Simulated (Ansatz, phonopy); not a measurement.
# Al (Aluminum, Fm-3m): phonons against volume, part 3 of 3

Aim: how the vibrations of Aluminum shift with volume, and the expansion that follows.

Measurements to reproduce:
- volume expansion coefficient 69 1e-6/K and heat capacity C_P per formula unit 24.2 J/mol/K near room temperature (given in “High-Throughput Prediction of Finite-Temperature Properties using the Quasi-Harmonic Approximation”, 2016, arXiv:1603.06924)

Ansatz 0.2.0; DFT LDA, scalar-relativistic, plane waves, PAW; PAW set soft_1.

So far. Step 8 (Single point at a scaled cell, V/V0 0.985): The run ends at a pressure of 1.29 GPa. Step 9 (Lattice dynamics at this volume, V/V0 0.985): No mode is imaginary beyond numerical noise at the solved wavevectors.

## Step 10: Single point at a scaled cell, V/V0 1.03

Symmetry fixes every atom, so a single point at the scaled cell gives the energy and pressure of this member.

input.yaml reads:

```yaml
crystal:
  lattice:
    - [0.0, 2.0107706295, 2.0107706295]
    - [2.0107706295, 0.0, 2.0107706295]
    - [2.0107706295, 2.0107706295, 0.0]
  atoms:
    - { symbol: Al, position: [0.0, 0.0, 0.0] }
kpoints:
  mp_grid: { grid: [20, 20, 20] }
hamiltonian:
  xc: lda
  pseudopotentials: { kind: paw, azcp: { folder: soft_1 }, xc_functional: pbe }
scf:
  occupations: { method: methfessel_paxton, width: 0.2 }
  lower_state_search: "off"
output:
  forces: true
  stress: true
  eigenvalues: true
```

Started as:

```bash
> ansatz run input.yaml --threads 8 --pin off --max-ram 16384MiB --backend cpu --events-out ev --progress --plain --runs-dir out
```

Numbers of over 12 decimals in the logs are rounded to 6 here.

What it wrote:

```text
[...]
Crystal: 1 atoms, lattice volume = 16.260 Å³
Basis set: ecut = 420 eV, 331 PW (Γ)
Bands: 6, of which v1, the nominal top of the filled ones, is band 2 counted from 1 (1 counted from 0)
Symmetry: 48 space group operations
[...]
k-points: 256 of 8000
[...]
Internal energy: -512.872962 eV  (E = F + TS)
E sigma→0 (E₀):  -512.873285 eV
Entropy (-TS):   -0.000431 eV (-0.431 meV/atom)
Fermi energy:    7.924692 eV
[...]
--- Stress (GPa, compression-positive) ---
       -2.274907      -0.000000      -0.000000
       -0.000000      -2.274907       0.000000
        0.000000      -0.000000      -2.274907
  P = ⅓ Tr σ = -2.2749 GPa (-22.749 kbar)
--- Band table (eV; the first three rows and the last of 256) ---
[...]
[key lines of the parts left out:]
SCF converged after 5 iterations
Free energy (F): -512.873393 eV
```

Run time: 0.4 s. Hardware: 8 threads of Arm Neoverse V1, shared host; peak memory 0.28 GiB.

The run ends at a pressure of -2.27 GPa.

## Step 11: Lattice dynamics at this volume, V/V0 1.03

The same q-mesh and k-mesh are kept at every volume, so that much of their error can cancel in the differences.

input.yaml, the sections that differ from step 10:

```yaml
output:
  eigenvalues: true
phonons:
  method: dfpt
  qmesh: [4, 4, 4]
  temperatures: { t_max: 1000, t_step: 50 }
  qpath:
    path:
      - [[0.0, 0.0, 0.0], [0.5, 0.0, 0.5], [0.625, 0.25, 0.625]]
      - [[0.375, 0.375, 0.75], [0.0, 0.0, 0.0], [0.5, 0.5, 0.5], [0.5, 0.25, 0.75], [0.5, 0.0, 0.5]]
    npoints: 10
# crystal, kpoints, hamiltonian, scf: as in step 10
```

What it wrote:

```text
[...]
Crystal: 1 atoms, lattice volume = 16.260 Å³
Basis set: ecut = 420 eV, 331 PW (Γ), exchange–correlation on 40×40×40 points (8 copies of the dense FFT grid, shifted against one another)
Bands: 6, of which v1, the nominal top of the filled ones, is band 2 counted from 1 (1 counted from 0)
Symmetry: 48 space group operations
k-points: 256 of 8000
[...]
E sigma→0 (E₀):  -512.873285 eV
Entropy (-TS):   -0.000431 eV (-0.431 meV/atom)
Fermi energy:    7.924691 eV
[...]
--- Band table (eV; the first three rows and the last of 256) ---
[...]
ASR residual: 3.526e-5 → 0.000e0 eV/Å²; symmetrization residual: 6.291e-16 eV/Å²
  ASR residual per site (eV/Å²): 3.53e-5
  Γ frequencies (cm⁻¹): 0.00 0.00 0.00
--- Phonons (arbitrary-q DFPT): 8 irreducible q on the 4×4×4 mesh ---
[...]
interpolated dispersion: 62 rows × 3 modes
[...]
[key lines of the parts left out:]
SCF converged after 6 iterations
Free energy (F): -512.873393 eV
```

Wall time 27 s (8 threads); peak memory 1.8 GiB; 2.9 min of CPU time.

No mode is imaginary beyond numerical noise at the solved wavevectors.

## Step 12: A cell at another volume, V/V0 0.97

Symmetry fixes every atom, so a single point at the scaled cell gives the energy and pressure of this member.

The cell differs from the one that the last finished run ended in (a 2.844 → 2.787 Å, b 2.844 → 2.787 Å, c 2.844 → 2.787 Å).

input.yaml, the sections that differ from step 11:

```yaml
crystal:
  lattice:
    - [0.0, 1.9709428712, 1.9709428712]
    - [1.9709428712, 0.0, 1.9709428712]
    - [1.9709428712, 1.9709428712, 0.0]
  atoms:
    - { symbol: Al, position: [0.0, 0.0, 0.0] }
output:
  forces: true
  stress: true
  eigenvalues: true
  write_density: true
  write_potential: true
  elf: true
  volumetric_format: npy
# kpoints, hamiltonian, scf: as in step 11
# phonons: removed
```

What it wrote:

```text
[...]
Crystal: 1 atoms, lattice volume = 15.313 Å³
Basis set: ecut = 420 eV, 307 PW (Γ)
Bands: 6, of which v1, the nominal top of the filled ones, is band 2 counted from 1 (1 counted from 0)
Symmetry: 48 space group operations
[...]
k-points: 256 of 8000
[...]
Internal energy: -512.872784 eV  (E = F + TS)
E sigma→0 (E₀):  -512.872919 eV
Entropy (-TS):   -0.000180 eV (-0.180 meV/atom)
Fermi energy:    8.569899 eV
[...]
--- Stress (GPa, compression-positive) ---
        2.709869       0.000000       0.000000
        0.000000       2.709869       0.000000
        0.000000      -0.000000       2.709869
  P = ⅓ Tr σ = 2.7099 GPa (27.099 kbar)
--- Band table (eV; the first three rows and the last of 256) ---
[...]
[key lines of the parts left out:]
SCF converged after 5 iterations
Free energy (F): -512.872964 eV
```

Wall time 0.49 s (8 threads); peak memory 0.28 GiB.

The run ends at a pressure of 2.71 GPa.

## Step 13: Phonons, V/V0 0.97

The same q-mesh and k-mesh are kept at every volume, so that much of their error can cancel in the differences.

input.yaml, the sections that differ from step 12:

```yaml
output:
  eigenvalues: true
phonons:
  method: dfpt
  qmesh: [4, 4, 4]
  temperatures: { t_max: 1000, t_step: 50 }
  qpath:
    path:
      - [[0.0, 0.0, 0.0], [0.5, 0.0, 0.5], [0.625, 0.25, 0.625]]
      - [[0.375, 0.375, 0.75], [0.0, 0.0, 0.0], [0.5, 0.5, 0.5], [0.5, 0.25, 0.75], [0.5, 0.0, 0.5]]
    npoints: 10
# crystal, kpoints, hamiltonian, scf: as in step 12
```

What it wrote:

```text
[...]
Crystal: 1 atoms, lattice volume = 15.313 Å³
Basis set: ecut = 420 eV, 307 PW (Γ), exchange–correlation on 40×40×40 points (8 copies of the dense FFT grid, shifted against one another)
Bands: 6, of which v1, the nominal top of the filled ones, is band 2 counted from 1 (1 counted from 0)
Symmetry: 48 space group operations
k-points: 256 of 8000
[...]
E sigma→0 (E₀):  -512.872919 eV
Entropy (-TS):   -0.000180 eV (-0.180 meV/atom)
Fermi energy:    8.569899 eV
[...]
--- Band table (eV; the first three rows and the last of 256) ---
[...]
ASR residual: 2.992e-5 → 0.000e0 eV/Å²; symmetrization residual: 2.387e-15 eV/Å²
  ASR residual per site (eV/Å²): 2.99e-5
  Γ frequencies (cm⁻¹): 0.00 0.00 0.00
--- Phonons (arbitrary-q DFPT): 8 irreducible q on the 4×4×4 mesh ---
[...]
interpolated dispersion: 62 rows × 3 modes
[...]
[key lines of the parts left out:]
SCF converged after 6 iterations
Free energy (F): -512.872964 eV
```

Run time: 26 s. Hardware: 8 threads; peak memory 1.7 GiB; 2.9 min of CPU time.

No LO-TO term. The phonon branches at the labelled points (cm⁻¹):

```csv
point,branch 1,branch 2,branch 3
Γ,0,0,0
halfway,153,153,257
X,214,214,348
halfway,212,236,338
U,204,277,312
jump to K,204,277,312
halfway,142,184,266
Γ,0,0,0
halfway,121,121,249
L,153,153,350
halfway,188,233,326
W,237,290,290
halfway,225,242,330
X,214,214,348
```

The phonon branches as a text plot (rows in cm⁻¹):

```
    343 |           ****                        *****          **
    328 |         **    *                      *     **      **
    314 |        *       **                   *        **   *
    299 |                  ****                          * *
    285 |       *          *   *             *           ***
    270 |                ** *   *                       *
    255 |      *        *                   *          *    **
    241 |              *     **                           **
    226 |    **                  *                    *  *  ***
    212 |           *******    *           *         *  *      **
    197 |        ***       *                        *  *
    182 |                   *   * **                 **
    168 |   *   *            **                    **
    153 |      *               * *        *    *****
    139 |                       *            **
    124 |  * **                  *  *       *
    110 |                         **     * *
     95 |   *                     **
     80 |                           *     *
     66 | **                        **
     51 |                               **
     36 | *                          *
     22 |                               *
      7 |*                            **
         Γ           X  U|K            Γ         L        W     X
```

No mode is imaginary beyond numerical noise at the solved wavevectors.

## Step 14: A cell at another volume, V/V0 1.05

Symmetry fixes every atom, so a single point at the scaled cell gives the energy and pressure of this member.

input.yaml, the sections that differ from step 13:

```yaml
crystal:
  lattice:
    - [0.0, 2.0237019857, 2.0237019857]
    - [2.0237019857, 0.0, 2.0237019857]
    - [2.0237019857, 2.0237019857, 0.0]
  atoms:
    - { symbol: Al, position: [0.0, 0.0, 0.0] }
output:
  forces: true
  stress: true
  eigenvalues: true
  write_density: true
  write_potential: true
  elf: true
  volumetric_format: npy
# kpoints, hamiltonian, scf: as in step 13
# phonons: removed
```

What it wrote:

```text
[...]
Crystal: 1 atoms, lattice volume = 16.576 Å³
Basis set: ecut = 420 eV, 331 PW (Γ)
Bands: 6, of which v1, the nominal top of the filled ones, is band 2 counted from 1 (1 counted from 0)
Symmetry: 48 space group operations
[...]
k-points: 256 of 8000
[...]
Internal energy: -512.867166 eV  (E = F + TS)
E sigma→0 (E₀):  -512.867487 eV
Entropy (-TS):   -0.000429 eV (-0.429 meV/atom)
Fermi energy:    7.721964 eV
[...]
--- Stress (GPa, compression-positive) ---
       -3.586711       0.000000       0.000000
       -0.000000      -3.586711       0.000000
        0.000000       0.000000      -3.586711
  P = ⅓ Tr σ = -3.5867 GPa (-35.867 kbar)
--- Band table (eV; the first three rows and the last of 256) ---
[...]
[key lines of the parts left out:]
SCF converged after 5 iterations
Free energy (F): -512.867594 eV
```

The job ended after 0.51 s (8 threads; peak memory 0.28 GiB; 2.7 s of CPU time).

The run ends at a pressure of -3.59 GPa.

## Step 15: Phonons, V/V0 1.05

The same q-mesh and k-mesh are kept at every volume, so that much of their error can cancel in the differences.

input.yaml, the sections that differ from step 14:

```yaml
output:
  eigenvalues: true
phonons:
  method: dfpt
  qmesh: [4, 4, 4]
  temperatures: { t_max: 1000, t_step: 50 }
  qpath:
    path:
      - [[0.0, 0.0, 0.0], [0.5, 0.0, 0.5], [0.625, 0.25, 0.625]]
      - [[0.375, 0.375, 0.75], [0.0, 0.0, 0.0], [0.5, 0.5, 0.5], [0.5, 0.25, 0.75], [0.5, 0.0, 0.5]]
    npoints: 10
# crystal, kpoints, hamiltonian, scf: as in step 14
```

What it wrote:

```text
[...]
Crystal: 1 atoms, lattice volume = 16.576 Å³
Basis set: ecut = 420 eV, 331 PW (Γ), exchange–correlation on 40×40×40 points (8 copies of the dense FFT grid, shifted against one another)
Bands: 6, of which v1, the nominal top of the filled ones, is band 2 counted from 1 (1 counted from 0)
Symmetry: 48 space group operations
k-points: 256 of 8000
[...]
E sigma→0 (E₀):  -512.867487 eV
Entropy (-TS):   -0.000429 eV (-0.429 meV/atom)
Fermi energy:    7.721963 eV
[...]
--- Band table (eV; the first three rows and the last of 256) ---
[...]
ASR residual: 3.885e-5 → 0.000e0 eV/Å²; symmetrization residual: 4.996e-16 eV/Å²
  ASR residual per site (eV/Å²): 3.89e-5
  Γ frequencies (cm⁻¹): 0.00 0.00 0.00
--- Phonons (arbitrary-q DFPT): 8 irreducible q on the 4×4×4 mesh ---
[...]
interpolated dispersion: 62 rows × 3 modes
[...]
[key lines of the parts left out:]
SCF converged after 6 iterations
Free energy (F): -512.867594 eV
```

Run time: 27 s. Hardware: 8 threads; peak memory 1.8 GiB; 3 min of CPU time.

No LO-TO term. The phonon branches at the labelled points (cm⁻¹):

```csv
point,branch 1,branch 2,branch 3
Γ,0,0,0
halfway,124,124,223
X,176,176,300
halfway,175,198,290
U,171,236,265
jump to K,171,236,265
halfway,123,155,227
Γ,0,0,0
halfway,102,102,214
L,126,126,301
halfway,158,197,278
W,201,247,247
halfway,188,204,282
X,176,176,300
```

The phonon branches as a text plot (rows in cm⁻¹):

```
    295 |           ****                        *****          **
    282 |         **    *                      *     **       *
    270 |        *       **                   *        *    **
    257 |                  ****                         *  *
    245 |       *          *   *             *           ***
    232 |                ** *   *                       *
    220 |      *        *                   *          *    **
    207 |                    **
    194 |    **        *         *                    *  ******
    182 |            **        *           *         *  *     ***
    169 |         ***  *****                           *
    157 |   *    *          *   * **                * *
    144 |       *            **           *        ***
    132 |                      *                 ***
    119 |      *                **            ***
    107 |  * **                  *  *       **
     94 |                         **     * *
     82 |   *                     **
     69 |                                 *
     56 | **                        **
     44 |                               **
     31 | *                          *
     19 |                               *
      6 |*                            **
         Γ           X  U|K            Γ         L        W     X
```

No mode is imaginary beyond numerical noise at the solved wavevectors.

## Step 16: How the modes move with volume

This step: DFT LDA, scalar-relativistic, plane waves, PAW; PAW set soft_1 (phonopy 4.10.0).

Numbers from this step:

```
share of modes with a negative Grüneisen parameter : 0
```

Mean Grüneisen, by row:

```csv
T (K),heat-capacity-weighted mean,root mean square
50,2.183,2.197
100,2.149,2.158
200,2.126,2.135
300,2.121,2.129
500,2.118,2.126
800,2.117,2.125
```

Table of mean mode Grueneisen parameter by wavenumber:

```csv
wavenumber (cm⁻¹),mean mode Grueneisen parameter
6,-
16,-
28,2.31
39,2.11
50,2.22
61,2.07
72,2.35
83,2.07
94,2.16
105,2.17
116,2.15
127,2.15
138,2.22
149,2.24
160,2.26
171,2.23
182,2.21
193,2.2
204,2.16
215,2.09
226,2.05
237,2.02
248,2
259,2
270,1.99
281,2.01
292,2.03
303,2.01
314,1.96
325,1.92
```

Volume series, by row:

```csv
V/V0,V (Å³/atom),pressure (GPa),E - E0 (meV/atom),gap (eV),zero-point energy (meV/atom),lowest on the path (cm⁻¹),highest at Gamma without the LO-TO term (cm⁻¹)
0.97,15.31,2.71,3.844,0,42.3,0,-
0.985,15.55,1.295,0.922,0,41,0,-
1,15.79,-0.001,0,0,39.73,0,-
1.015,16.02,-1.187,0.901,0,38.51,0,-
1.03,16.26,-2.275,3.478,0,37.31,0,-
1.05,16.58,-3.587,9.276,0,35.77,0,-
```

Grüneisen at points, by row:

```csv
point,branch,frequency (cm⁻¹),mode Grüneisen parameter
X,1,198.7,2.41
X,3,329.6,1.86
U,1,191.3,2.25
U,2,261.1,2.02
U,3,293.5,2.02
K,1,191.3,2.25
K,2,261.1,2.02
K,3,293.5,2.02
L,1,142.5,2.45
L,3,331,1.89
W,1,222.6,2.07
W,2,273.2,1.99
```

## Step 17: Free-energy fit

Numbers from this step:

| Quantity | Value |
| --- | --- |
| volume expansion coefficient at 300 K | 70.24 1e-6/K |
| isothermal bulk modulus at 300 K | 73.4 GPa |
| C_P at 300 K | 24.00 J/mol-atom/K |
| Grüneisen parameter at 300 K | 2.188 |

The energy (each curve on its own zero) by volume; values in meV/atom:

```csv
volume (Å³/atom),static,F at 0 K,F at 300 K,F at 950 K
15.313,3.84,7.04,10.7,23.9
15.550,0.92,2.82,5.1,13.2
15.786,0,0.63,1.49,4.44
16.023,0.9,0.31,-0.29,-2.54
16.260,3.48,1.69,-0.4,-7.89
16.576,9.28,5.94,1.81,-12.7
```

Phonopy-qha, vinet fit of F(V) at each temperature; no electronic free energy. Qha vinet, by row:

```csv
T (K),fitted volume (Å³/atom),alpha_V (1e-6/K),B_T (GPa),C_P (J/mol-atom/K),Grueneisen
75,15.96,24.11,79.47,8.356,2.167
100,15.97,36.02,78.97,12.68,2.154
125,15.99,45.16,78.37,15.93,2.157
150,16,51.88,77.71,18.26,2.162
175,16.03,56.89,77.03,19.95,2.166
200,16.05,60.72,76.33,21.2,2.17
225,16.08,63.76,75.61,22.15,2.175
250,16.1,66.26,74.88,22.89,2.179
275,16.13,68.38,74.15,23.5,2.183
300,16.16,70.24,73.4,24,2.188
325,16.19,71.91,72.66,24.43,2.193
350,16.21,73.44,71.9,24.8,2.198
375,16.25,74.87,71.15,25.13,2.203
400,16.28,76.23,70.38,25.43,2.209
425,16.31,77.55,69.62,25.7,2.214
450,16.34,78.83,68.85,25.96,2.22
475,16.37,80.09,68.08,26.2,2.226
500,16.4,81.34,67.3,26.44,2.232
```

Volume expansion coefficient, phonopy-qha, Vinet against temperature:

```csv
temperature (K),"volume expansion coefficient, phonopy-qha, Vinet (1e-6/K)"
75,24.1
100,36.0
125,45.2
150,51.9
175,56.9
200,60.7
225,63.8
250,66.3
275,68.4
300,70.2
325,71.9
350,73.4
375,74.9
400,76.2
425,77.5
450,78.8
475,80.1
500,81.3
```

The fit gives a volume expansion of 70.2 × 10⁻⁶/K at 300 K.

## Step 18: Results

| Item | Value |
| --- | --- |
| volume expansion coefficient at 300 K | 70.24 1e-6/K |
| isothermal bulk modulus at 300 K | 73.4 GPa |
| C_P at 300 K | 24.00 J/mol-atom/K |
| Grüneisen parameter at 300 K | 2.188 |
| mean mode Grüneisen parameter at 300 K | 2.12 |

In words: Near room temperature Aluminum expands by 70.2 × 10⁻⁶/K in volume by LDA, with C_P = 24.0 J/(mol K) per mole of atoms and B_T = 73.4 GPa. The table stops at 500 K because beyond it the fitted volume comes within 1 % of the largest computed cell, where the fit loses its support. C_P at room temperature is 96 % of the classical 3R an atom. A measured volume expansion coefficient near room temperature is 69 1e-6/K (arXiv:1603.06924); the calculated 70.2 1e-6/K differs by +2 %. A measured heat capacity per formula unit near room temperature is 24.2 J/mol/K (arXiv:1603.06924); the calculated 24.0 J/mol/K differs by -1 %. The fit leaves out the electrons' free energy, which adds to C_P and to the expansion of a metal at high temperature. The heat-capacity-weighted Grüneisen parameter goes from 2.18 at 50 K to 2.12 at 800 K. Weighting γ by the density of states and each mode's heat capacity at 300 K, modes below 110 cm⁻¹ give about 4 % of the sum of γC that drives the expansion, those up to 220 cm⁻¹ 58 % and the rest 38 %. Among the labelled points γ is largest for branch 1 at L (142 cm⁻¹, 2.5) and smallest for branch 3 at X (330 cm⁻¹, 1.9). The program warned that a few bands missed the eigensolver's threshold in at least one of the runs. The PAW files were made for PBE and are used here under another functional, for which the program regenerates the frozen cores.

[Logs are printed without paths, hosts, clocks, repeated set-up lines and the standing remarks that a program may print on its own settings, such as how far it seeks lower states.]

[Hosts, paths, dates, database ids (printed as entryN), source tags and the programs' standing remarks are cut or masked in the printed files.]

[A step with changed settings may run another functional than the one named; its input shows which.]

[Of the runs on displaced cells, only some may be shown.]
